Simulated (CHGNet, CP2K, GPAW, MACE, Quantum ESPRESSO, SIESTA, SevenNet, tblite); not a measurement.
**Random rock-salt (Ti, Nb, Ta, Hf)C solid solution (64 atoms): forces by two methods**

Rock-salt lattice (a = 4.495 Å, the mean of the end members), 2 x 2 x 2 cells, metal sites filled at random with 3 Ti, 11 Nb, 9 Ta, 9 Hf; every coordinate displaced by a Gaussian of 0.05 Å. Then every atom was moved at random, 0.02 Å r.m.s. a Cartesian component.

Two calculations on one geometry. First: Kohn-Sham DFT, PBE, SSSP efficiency 1.3.0 pseudopotentials, plane waves; sssp-1.3.0-efficiency; 60/480 Ry; levels smeared at 580 K (Quantum ESPRESSO 7.5; sssp-pbe-1.3.0-efficiency, cutoffs 60/480 Ry, Γ point). Second: Kohn-Sham DFT, PBEsol, PseudoDojo 0.4.1 norm-conserving pseudopotentials (converted to PSML), numerical atomic orbitals (DZP), diagonalisation; shift 0.01 Ry; mesh 500 Ry; levels smeared at 580 K (SIESTA 5.4.2; Γ point).

Cell vectors (Å):

```
8.990 0.000 0.000
0.000 8.990 0.000
0.000 0.000 8.990
```

Atom, position (Å) and force of the first calculation (eV/Å):

```
1 Nb 0.059 8.975 0.040 -1.024 0.790 -0.635
2 C 2.243 0.007 8.926 0.279 -0.091 -0.048
3 Ti 8.930 2.277 2.218 0.278 -0.074 0.329
4 C 2.191 2.263 2.246 -0.108 0.613 -0.102
5 Hf 2.226 0.029 2.194 0.468 -0.483 0.645
6 C 0.003 0.044 2.285 -0.385 0.088 -0.483
7 Ta 2.248 2.273 0.025 -0.466 0.108 0.201
8 C 8.891 2.248 0.089 1.606 0.358 -0.930
9 Ti 0.015 0.033 4.353 -0.324 0.126 1.240
10 C 2.284 8.949 4.481 -0.382 1.600 0.216
11 Ta 0.045 2.296 6.770 -1.207 -1.036 0.140
12 C 2.278 2.220 6.733 -0.224 -0.697 0.303
13 Ta 2.208 0.003 6.653 -0.019 0.123 0.368
14 C 0.029 0.048 6.661 0.188 -0.133 0.645
15 Nb 2.268 2.393 4.485 -1.236 -3.311 -1.420
16 C 8.952 2.215 4.524 0.134 0.352 -0.237
17 Ti 0.051 4.515 0.024 -0.598 -0.315 -0.244
18 C 2.230 4.497 0.029 0.035 0.011 -0.329
19 Nb 0.010 6.759 2.231 -0.411 -0.626 0.126
20 C 2.238 6.726 2.185 0.759 0.233 -0.332
21 Nb 2.235 4.498 2.268 -0.821 -0.192 -0.647
22 C 0.015 4.495 2.269 0.504 -0.150 -0.195
23 Nb 2.217 6.703 8.931 0.916 -0.032 1.147
24 C 8.970 6.810 8.975 0.875 -1.138 -0.018
25 Nb 0.040 4.507 4.563 -1.621 -0.246 -1.906
26 C 2.254 4.498 4.546 0.324 0.831 -2.333
27 Ta 8.962 6.742 6.740 0.845 0.559 -0.416
28 C 2.333 6.825 6.766 -1.488 -0.656 -0.822
29 Hf 2.252 4.381 6.611 0.109 2.896 4.321
30 C 0.002 4.557 6.721 -0.001 -0.613 1.195
31 Hf 2.285 6.799 4.384 -1.083 -1.159 1.365
32 C 0.057 6.719 4.458 -1.013 0.543 0.745
33 Nb 4.493 0.001 8.972 -0.802 -1.025 0.448
34 C 6.736 8.898 8.972 0.478 2.314 0.522
35 Hf 4.472 2.191 2.230 -0.870 2.196 -0.487
36 C 6.620 2.271 2.242 2.326 -0.616 0.524
37 Hf 6.639 8.987 2.272 3.414 0.565 -0.253
38 C 4.560 0.012 2.256 -2.232 -0.910 0.074
39 Nb 6.661 2.186 8.954 2.029 0.291 0.233
40 C 4.602 2.173 8.923 -2.376 0.834 0.273
41 Ta 4.513 0.115 4.465 -0.417 -2.534 0.323
42 C 6.760 8.977 4.569 -0.040 0.682 -0.641
43 Ta 4.484 2.164 6.701 0.376 1.153 0.343
44 C 6.778 2.364 6.761 -0.210 -1.584 -0.383
45 Nb 6.689 8.930 6.767 1.977 1.278 -0.571
46 C 4.603 8.977 6.807 -2.057 0.284 -1.502
47 Ta 6.674 2.309 4.532 1.450 -0.866 -0.478
48 C 4.444 2.191 4.405 0.706 1.749 2.008
49 Hf 4.549 4.479 8.985 -1.219 0.248 0.046
50 C 6.821 4.424 0.040 -0.073 0.667 -1.021
51 Ta 4.564 6.650 2.242 -1.242 1.252 -0.341
52 C 6.792 6.791 2.270 -0.570 -1.009 0.449
53 Hf 6.800 4.447 2.184 -0.797 0.859 1.593
54 C 4.415 4.564 2.299 1.163 -1.205 0.015
55 Hf 6.689 6.790 0.037 1.543 -1.989 -0.726
56 C 4.573 6.766 0.056 -2.220 -0.333 -0.816
57 Ta 4.520 4.574 4.616 -0.032 -2.210 -2.582
58 C 6.727 4.472 4.564 0.184 0.325 -0.430
59 Nb 4.444 6.736 6.637 0.654 0.444 2.056
60 C 6.733 6.788 6.781 0.516 -0.500 -0.266
61 Nb 6.720 4.502 6.793 0.930 0.128 -0.045
62 C 4.531 4.475 6.761 -0.278 0.065 -0.061
63 Hf 6.675 6.727 4.554 1.994 0.354 -1.263
64 C 4.464 6.700 4.407 0.786 0.814 1.068
```

**Question.** What forces does the second calculation give?

Atom and force (eV/Å):

```
1 -0.902 0.793 -0.540
2 0.269 -0.067 -0.083
3 0.269 -0.024 0.269
4 -0.149 0.529 -0.168
5 0.496 -0.484 0.650
6 -0.430 0.176 -0.389
7 -0.434 0.197 0.372
8 1.598 0.425 -0.911
9 -0.306 0.209 1.088
10 -0.447 1.507 0.249
11 -1.165 -1.058 0.229
12 -0.219 -0.685 0.347
13 -0.109 0.069 0.227
14 0.269 -0.021 0.570
15 -1.219 -3.213 -1.477
16 0.020 0.167 -0.232
17 -0.506 -0.305 -0.212
18 0.012 -0.023 -0.432
19 -0.398 -0.647 0.162
20 0.789 0.287 -0.319
21 -0.820 -0.177 -0.573
22 0.373 -0.261 -0.289
23 0.949 -0.104 1.291
24 0.776 -1.207 -0.132
25 -1.554 -0.164 -1.897
26 0.319 0.877 -2.354
27 0.786 0.441 -0.328
28 -1.487 -0.577 -0.894
29 0.122 2.806 4.323
30 0.027 -0.547 1.257
31 -1.082 -1.127 1.323
32 -1.046 0.560 0.755
33 -0.878 -1.026 0.604
34 0.538 2.295 0.554
35 -0.870 2.177 -0.498
36 2.322 -0.627 0.557
37 3.468 0.576 -0.253
38 -2.328 -0.896 0.132
39 2.021 0.237 0.282
40 -2.476 0.936 0.232
41 -0.292 -2.350 0.262
42 -0.026 0.630 -0.718
43 0.290 1.044 0.360
44 -0.176 -1.520 -0.475
45 2.010 1.118 -0.523
46 -2.070 0.385 -1.535
47 1.504 -0.815 -0.491
48 0.676 1.606 1.928
49 -1.158 0.284 0.071
50 -0.065 0.734 -0.993
51 -1.090 1.107 -0.306
52 -0.674 -0.996 0.436
53 -0.722 0.869 1.530
54 1.175 -1.196 -0.049
55 1.521 -2.030 -0.640
56 -2.225 -0.414 -0.836
57 0.120 -2.107 -2.435
58 0.059 0.304 -0.526
59 0.615 0.414 1.968
60 0.577 -0.406 -0.307
61 0.963 0.155 0.098
62 -0.349 0.072 -0.032
63 2.000 0.366 -1.244
64 0.741 0.703 0.981
```

The two sets differ by 71.5 meV/Å r.m.s., 6.6 % of the r.m.s. force of the Quantum ESPRESSO run. The electronic-structure runs sample only Γ, in a cell whose shortest periodic width is 9 Å, which is coarse for a cell with partly filled levels.

[Logs are printed without paths, hosts, clocks, repeated set-up lines and the standing remarks that a program may print on its own settings, such as how far it seeks lower states.]

[Hosts, paths, dates, database ids (printed as entryN), source tags and the programs' standing remarks are cut or masked in the printed files.]
